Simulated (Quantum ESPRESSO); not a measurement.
# Magnetic state of Fe3PO7 (Grattarolaite) from several starts, part 2 of 3

Wanted: the moments of Fe3PO7 (Grattarolaite) and the energy of each order that was tried.

Quantum ESPRESSO 7.5; LDA with U = 4.5 eV on Fe d (ortho-atomic projectors); plane waves with GBRV 1.5 LDA potentials, no spin-orbit coupling.

So far, absolute magnetization (μB): step 2 (start 1: ferro +++) 15.0.

**3. Run 2, typed as ferri ++−**

The input, pw.in:

```
&CONTROL
  calculation = 'scf'
  prefix = 'pwscf'
  outdir = './tmp'
  pseudo_dir = './pseudo'
  disk_io = 'nowf'
/
&SYSTEM
  ibrav = 0
  celldm(1) = 8
  nat = 11
  ntyp = 4
  ecutwfc = 40
  ecutrho = 280
  nbnd = 64
  occupations = 'smearing'
  smearing = 'fd'
  degauss = 0.00367493
  nspin = 2
  starting_magnetization(1) = 0.25
  starting_magnetization(2) = -0.25
  starting_magnetization(3) = 0
  starting_magnetization(4) = 0
/
&ELECTRONS
  conv_thr = 2.2d-08
  electron_maxstep = 150
  mixing_beta = 0.3
/
ATOMIC_SPECIES
Fe1    55.8450 fe_lda_v1.5.uspp.F.UPF
Fe2    55.8450 fe_lda_v1.5.uspp.F.UPF
P      30.9738 p_lda_v1.5.uspp.F.UPF
O      15.9990 o_lda_v1.2.uspp.F.UPF
CELL_PARAMETERS alat
   0.9455717096096    0.5459260810892    0.5403829330623
  -0.9455717096096    0.5459260810892    0.5403829330623
   0.0000000000000   -1.0918521621548    0.5403829330623
ATOMIC_POSITIONS crystal
Fe1     0.5395000000    0.1485000000    0.5395000000
Fe1     0.5395000000    0.5395000000    0.1485000000
Fe2     0.1485000000    0.5395000000    0.5395000000
P       0.0000000000    0.0000000000    0.0000000000
O       0.2289000000    0.2289000000    0.2289000000
O       0.3895000000    0.7668000000    0.3895000000
O       0.3895000000    0.3895000000    0.7668000000
O       0.7668000000    0.3895000000    0.3895000000
O       0.8330000000    0.1440000000    0.8330000000
O       0.8330000000    0.8330000000    0.1440000000
O       0.1440000000    0.8330000000    0.8330000000
K_POINTS automatic
4 4 4 0 0 0
HUBBARD {ortho-atomic}
U Fe1-3d 4.5000
U Fe2-3d 4.5000
```

Launch:

```
$ OMP_NUM_THREADS=1 mpirun -n 4 pw.x -nk 4 -in pw.in > pw.out
```

What it wrote:

```text
[banner, memory and clock lines left out]
Program PWSCF v.7.5 starts

     Message from routine setup:
     using ibrav=0 with symmetry is DISCOURAGED, use correct ibrav instead

     bravais-lattice index     =            0
     lattice parameter (alat)  =       8.0000  a.u.
     unit-cell volume          =     856.9414 (a.u.)^3
     number of atoms/cell      =           11
     number of atomic types    =            4
     number of electrons       =        95.00
     number of Kohn-Sham states=           64
     kinetic-energy cutoff     =      40.0000  Ry
     charge density cutoff     =     280.0000  Ry
     scf convergence threshold =      2.2E-08
     mixing beta               =       0.3000
     number of iterations used =            8  plain     mixing
     Exchange-correlation= SLA  PZ   NOGX NOGC
                           (   1   1   0   0   0   0   0)
     Hubbard projectors: ortho-atomic
     Hubbard parameters of DFT+U (Dudarev formulation) in eV:
     U(Fe1-3d) =  4.5000
     U(Fe2-3d) =  4.5000

     Internal variables: lda_plus_u =T, lda_plus_u_kind = 0

     Internal variables: orbital_resolved =F, hub_pot_fix =F, apply_U = F

     celldm(1)=   8.000000  celldm(2)=   0.000000  celldm(3)=   0.000000
     celldm(4)=   0.000000  celldm(5)=   0.000000  celldm(6)=   0.000000

     crystal axes: (cart. coord. in units of alat)
               a(1) = (   0.945572   0.545926   0.540383 )
               a(2) = (  -0.945572   0.545926   0.540383 )
               a(3) = (   0.000000  -1.091852   0.540383 )

     reciprocal axes: (cart. coord. in units 2 pi/alat)
               b(1) = (  0.528781  0.305292  0.616847 )
               b(2) = ( -0.528781  0.305292  0.616847 )
               b(3) = ( -0.000000 -0.610583  0.616847 )

     PseudoPot. # 1 for Fe read from file:
     fe_lda_v1.5.uspp.F.UPF
     Pseudo is Ultrasoft + core correction, Zval = 16.0

     PseudoPot. # 2 for Fe read from file:
     fe_lda_v1.5.uspp.F.UPF
     Pseudo is Ultrasoft + core correction, Zval = 16.0

     PseudoPot. # 3 for P  read from file:
     p_lda_v1.5.uspp.F.UPF
     Pseudo is Ultrasoft + core correction, Zval =  5.0

     PseudoPot. # 4 for O  read from file:
     o_lda_v1.2.uspp.F.UPF
     Pseudo is Ultrasoft + core correction, Zval =  6.0

     atomic species   valence    mass     pseudopotential
     Fe1              16.00    55.84500     Fe( 1.00)
     Fe2              16.00    55.84500     Fe( 1.00)
     P                 5.00    30.97380     P ( 1.00)
     O                 6.00    15.99900     O ( 1.00)

     Starting magnetic structure
     atomic species   magnetization
     Fe1             0.250
     Fe2            -0.250
     P               0.000
     O               0.000

      2 Sym. Ops. (no inversion) found

   Cartesian axes

     site n.     atom                  positions (alat units)
         1        Fe1    tau(   1) = (   0.3697185  -0.2134571   0.6633201  )
         2        Fe1    tau(   2) = (   0.0000000   0.4269142   0.6633201  )
         3        Fe2    tau(   3) = (  -0.3697185  -0.2134571   0.6633201  )
         4        P      tau(   4) = (   0.0000000   0.0000000   0.0000000  )
         5        O      tau(   5) = (  -0.0000000   0.0000000   0.3710810  )
         6        O      tau(   6) = (  -0.3567642   0.2059779   0.8353239  )
         7        O      tau(   7) = (  -0.0000000  -0.4119558   0.8353239  )
         8        O      tau(   8) = (   0.3567642   0.2059779   0.8353239  )
         9        O      tau(   9) = (   0.6514989  -0.3761431   0.9780931  )
        10        O      tau(  10) = (   0.0000000   0.7522861   0.9780931  )
        11        O      tau(  11) = (  -0.6514989  -0.3761431   0.9780931  )

     number of k points=    24  Fermi-Dirac smearing, width (Ry)=  0.0037
                       cart. coord. in units 2pi/alat
        k(    1) = (   0.0000000   0.0000000   0.0000000), wk =   0.0156250
        k(    2) = (  -0.0000000  -0.1526458   0.1542116), wk =   0.0625000
        k(    3) = (   0.0000000   0.3052916  -0.3084233), wk =   0.0312500
        k(    4) = (  -0.1321952  -0.0763229   0.3084233), wk =   0.0312500
        k(    5) = (  -0.1321952   0.3816145  -0.1542116), wk =   0.0625000
        [... 19 further k-points ...]

     Dense  grid:    67667 G-vectors     FFT dimensions: (  54,  54,  54)

     Smooth grid:    29297 G-vectors     FFT dimensions: (  40,  40,  40)

     Check: negative core charge=   -0.000028
     Generating pointlists ...
     new r_m :   0.1843 (alat units)  1.4747 (a.u.) for type    1
     new r_m :   0.1843 (alat units)  1.4747 (a.u.) for type    2
     new r_m :   0.1463 (alat units)  1.1707 (a.u.) for type    3
     new r_m :   0.1463 (alat units)  1.1707 (a.u.) for type    4

     Initial potential from superposition of free atoms

     starting charge      91.9998, renormalised to      95.0000

     STARTING HUBBARD OCCUPATIONS:

     =================== HUBBARD OCCUPATIONS ===================
     ------------------------ ATOM    1 ------------------------
     Tr[ns(  1)] (up, down, total) =   5.00000  0.00000  5.00000
     Atomic magnetic moment for atom   1 =   5.00000
     [... lines left out ...]
     ------------------------ ATOM    2 ------------------------
     Tr[ns(  2)] (up, down, total) =   5.00000  0.00000  5.00000
     Atomic magnetic moment for atom   2 =   5.00000
     [... lines left out ...]
     ------------------------ ATOM    3 ------------------------
     Tr[ns(  3)] (up, down, total) =   0.00000  5.00000  5.00000
     Atomic magnetic moment for atom   3 =  -5.00000
     [... lines left out ...]
     Number of occupied Hubbard levels =   15.0000

     Atomic wfc used for Hubbard projectors are orthogonalized

     Starting wfcs are   71 randomized atomic wfcs

     Self-consistent Calculation

     iteration #  1     ecut=    40.00 Ry     beta= 0.30
     Davidson diagonalization with overlap
     ethr =  1.00E-02,  avg # of iterations =  4.8

     =================== HUBBARD OCCUPATIONS ===================
     ------------------------ ATOM    1 ------------------------
     Tr[ns(  1)] (up, down, total) =   4.93419  0.31469  5.24888
     Atomic magnetic moment for atom   1 =   4.61951
     [... lines left out ...]
     ------------------------ ATOM    2 ------------------------
     Tr[ns(  2)] (up, down, total) =   4.93419  0.31469  5.24888
     Atomic magnetic moment for atom   2 =   4.61951
     [... lines left out ...]
     ------------------------ ATOM    3 ------------------------
     Tr[ns(  3)] (up, down, total) =   0.33553  4.92866  5.26419
     Atomic magnetic moment for atom   3 =  -4.59312
     [... lines left out ...]
     Number of occupied Hubbard levels =   15.7620

     total energy              =    -991.77017908 Ry
     estimated scf accuracy    <       2.61235986 Ry

     total magnetization       =     5.00 Bohr mag/cell
     absolute magnetization    =    14.32 Bohr mag/cell

     iteration #  2     ecut=    40.00 Ry     beta= 0.30
     Davidson diagonalization with overlap
     ethr =  2.75E-03,  avg # of iterations =  2.0

     total energy              =    -992.25215565 Ry
     estimated scf accuracy    <       0.30607426 Ry

     total magnetization       =     5.00 Bohr mag/cell
     absolute magnetization    =    13.22 Bohr mag/cell

     [... further iterations left out ...]

     iteration # 11     ecut=    40.00 Ry     beta= 0.30
     Davidson diagonalization with overlap
     ethr =  2.79E-09,  avg # of iterations =  1.5

     total energy              =    -992.30320005 Ry
     estimated scf accuracy    <       0.00000011 Ry

     total magnetization       =     5.00 Bohr mag/cell
     absolute magnetization    =    13.62 Bohr mag/cell

     iteration # 12     ecut=    40.00 Ry     beta= 0.30
     Davidson diagonalization with overlap
     ethr =  1.20E-10,  avg # of iterations =  2.0

     Magnetic moment per site  (integrated on atomic sphere of radius R)
     atom   1 (R=0.184)  charge= 12.7256  magn=  3.8199
     atom   2 (R=0.184)  charge= 12.7256  magn=  3.8199
     atom   3 (R=0.184)  charge= 12.7345  magn= -3.7712
     atom   4 (R=0.146)  charge=  0.8219  magn=  0.0046
     atom   5 (R=0.146)  charge=  4.1285  magn=  0.0520
     atom   6 (R=0.146)  charge=  4.0510  magn=  0.0997
     atom   7 (R=0.146)  charge=  4.0510  magn=  0.0997
     atom   8 (R=0.146)  charge=  4.0495  magn=  0.1124
     atom   9 (R=0.146)  charge=  4.1520  magn=  0.0908
     atom  10 (R=0.146)  charge=  4.1520  magn=  0.0908
     atom  11 (R=0.146)  charge=  4.1520  magn= -0.0694

     End of self-consistent calculation

     =================== HUBBARD OCCUPATIONS ===================
     ------------------------ ATOM    1 ------------------------
     Tr[ns(  1)] (up, down, total) =   4.96341  0.75522  5.71864
     Atomic magnetic moment for atom   1 =   4.20819
     [... lines left out ...]
     ------------------------ ATOM    2 ------------------------
     Tr[ns(  2)] (up, down, total) =   4.96341  0.75522  5.71864
     Atomic magnetic moment for atom   2 =   4.20819
     [... lines left out ...]
     ------------------------ ATOM    3 ------------------------
     Tr[ns(  3)] (up, down, total) =   0.79205  4.95295  5.74500
     Atomic magnetic moment for atom   3 =  -4.16090
     [... lines left out ...]
     Number of occupied Hubbard levels =   17.1823

     [... lines left out ...]
     the Fermi energy is     7.5958 ev

!    total energy              =    -992.30320009 Ry
     estimated scf accuracy    <       0.00000002 Ry
     smearing contrib. (-TS)   =      -0.00000000 Ry
     internal energy E=F+TS    =    -992.30320009 Ry

     The total energy is F=E-TS. E is the sum of the following terms:
     one-electron contribution =    -652.12623330 Ry
     hartree contribution      =     364.51867517 Ry
     xc contribution           =    -143.11171223 Ry
     ewald contribution        =    -561.91891455 Ry
     Hubbard energy            =       0.33498482 Ry

     total magnetization       =     5.00 Bohr mag/cell
     absolute magnetization    =    13.62 Bohr mag/cell

     convergence has been achieved in  12 iterations
```

The job ended after 52 s (4 MPI ranks of Intel Xeon Platinum 8375C at 2.90GHz (Ice Lake), shared host; peak memory 0.95 GiB).

Spin moment in the atom's sphere by atom:

| atom | spin moment in the atom's sphere (μB) |
| --- | --- |
| Fe1 | 3.82 |
| Fe2 | 3.82 |
| Fe3 | -3.77 |
| P4 | 0.00 |
| O5 | 0.05 |
| O6 | 0.10 |
| O7 | 0.10 |
| O8 | 0.11 |
| O9 | 0.09 |
| O10 | 0.09 |
| O11 | -0.07 |

This step gave:

* smearing term TS: 6.39e-10 eV
* magnetization: 5 μB
* absolute magnetization: 13.62 μB
* final state: ferrimagnetic

**4. Energies of the orders**

An order is kept where moments of 0.15 μB or more survive with the typed signs; meshes match where a doubled cell samples the same k points as the first cell.

Ferrimagnetic means that a moment over 0.15 μB on a transition or rare-earth metal, induced ones included, opposes the net moment. Orders:

| start | final state | typed order kept | energy over the lowest (meV a seeded atom) | largest site moment (μB) | net moment (μB a cell of the first run) | mesh matched | CPU time (s) |
| --- | --- | --- | --- | --- | --- | --- | --- |
| ferro +++ | ferromagnetic | yes | 172.6 | 3.871 | 15 | yes | 140.9 |
| ferri ++- | ferrimagnetic | yes | 0 | 3.82 | 5 | yes | 207.6 |

**5. The lowest state again, with its states saved**

pw.in: that of step 3 with these lines changed.

```diff
@@ -5,3 +5,3 @@
   pseudo_dir = './pseudo'
-  disk_io = 'nowf'
+  disk_io = 'low'
 /
@@ -14,3 +14,3 @@
   ecutrho = 280
-  nbnd = 64
+  nbnd = 68
   occupations = 'smearing'
```

What it wrote:

```text
     [... lines left out ...]
Program PWSCF v.7.5 starts
     [... lines left out ...]
     number of atoms/cell      =           11
     [... lines left out ...]
     number of electrons       =        95.00
     number of Kohn-Sham states=           68
     kinetic-energy cutoff     =      40.0000  Ry
     charge density cutoff     =     280.0000  Ry
     scf convergence threshold =      2.2E-08
     [... lines left out ...]
      2 Sym. Ops. (no inversion) found
     [... lines left out ...]
     number of k points=    24  Fermi-Dirac smearing, width (Ry)=  0.0037
     [... lines left out ...]
     iteration # 12     ecut=    40.00 Ry     beta= 0.30
     [... lines left out ...]
     Magnetic moment per site  (integrated on atomic sphere of radius R)
     atom   1 (R=0.184)  charge= 12.7257  magn=  3.8199
     atom   2 (R=0.184)  charge= 12.7257  magn=  3.8199
     atom   3 (R=0.184)  charge= 12.7346  magn= -3.7712
     atom   4 (R=0.146)  charge=  0.8219  magn=  0.0046
     atom   5 (R=0.146)  charge=  4.1285  magn=  0.0520
     atom   6 (R=0.146)  charge=  4.0510  magn=  0.0997
     atom   7 (R=0.146)  charge=  4.0510  magn=  0.0997
     atom   8 (R=0.146)  charge=  4.0495  magn=  0.1124
     atom   9 (R=0.146)  charge=  4.1520  magn=  0.0908
     atom  10 (R=0.146)  charge=  4.1520  magn=  0.0908
     atom  11 (R=0.146)  charge=  4.1520  magn= -0.0694
     [... lines left out ...]
     Tr[ns(  1)] (up, down, total) =   4.96341  0.75524  5.71865
     [... lines left out ...]
     Tr[ns(  2)] (up, down, total) =   4.96341  0.75524  5.71865
     [... lines left out ...]
     Tr[ns(  3)] (up, down, total) =   0.79207  4.95295  5.74503
     [... lines left out ...]
     the Fermi energy is     7.5983 ev
!    total energy              =    -992.30320009 Ry
     estimated scf accuracy    <       0.00000002 Ry
     smearing contrib. (-TS)   =      -0.00000000 Ry
     [... lines left out ...]
     total magnetization       =     5.00 Bohr mag/cell
     absolute magnetization    =    13.62 Bohr mag/cell
     convergence has been achieved in  12 iterations
```

Elapsed: 57 s, on 4 MPI ranks; peak memory 0.96 GiB; 3.8 min of CPU time.

This step gave:

```yaml
smearing_term_ts: 6.40e-10 eV
magnetization: 5 μB
absolute_magnetization: 13.62 μB
final_state: ferrimagnetic
largest_moment: 3.820 μB
```

(Continued in part 3 of 3.)

[Logs and program files are shortened in this print: banners, set-up blocks, solver, clock and traceback lines can be left out without a mark of their own.]

[Logs are printed without paths, hosts, clocks, repeated set-up lines and the standing remarks that a program may print on its own settings, such as how far it seeks lower states.]

[Hosts, paths, dates, database ids (printed as entryN), source tags and the programs' standing remarks are cut or masked in the printed files.]

[Where a cell is said to come from a database of computed structures, the database is the Materials Project.]
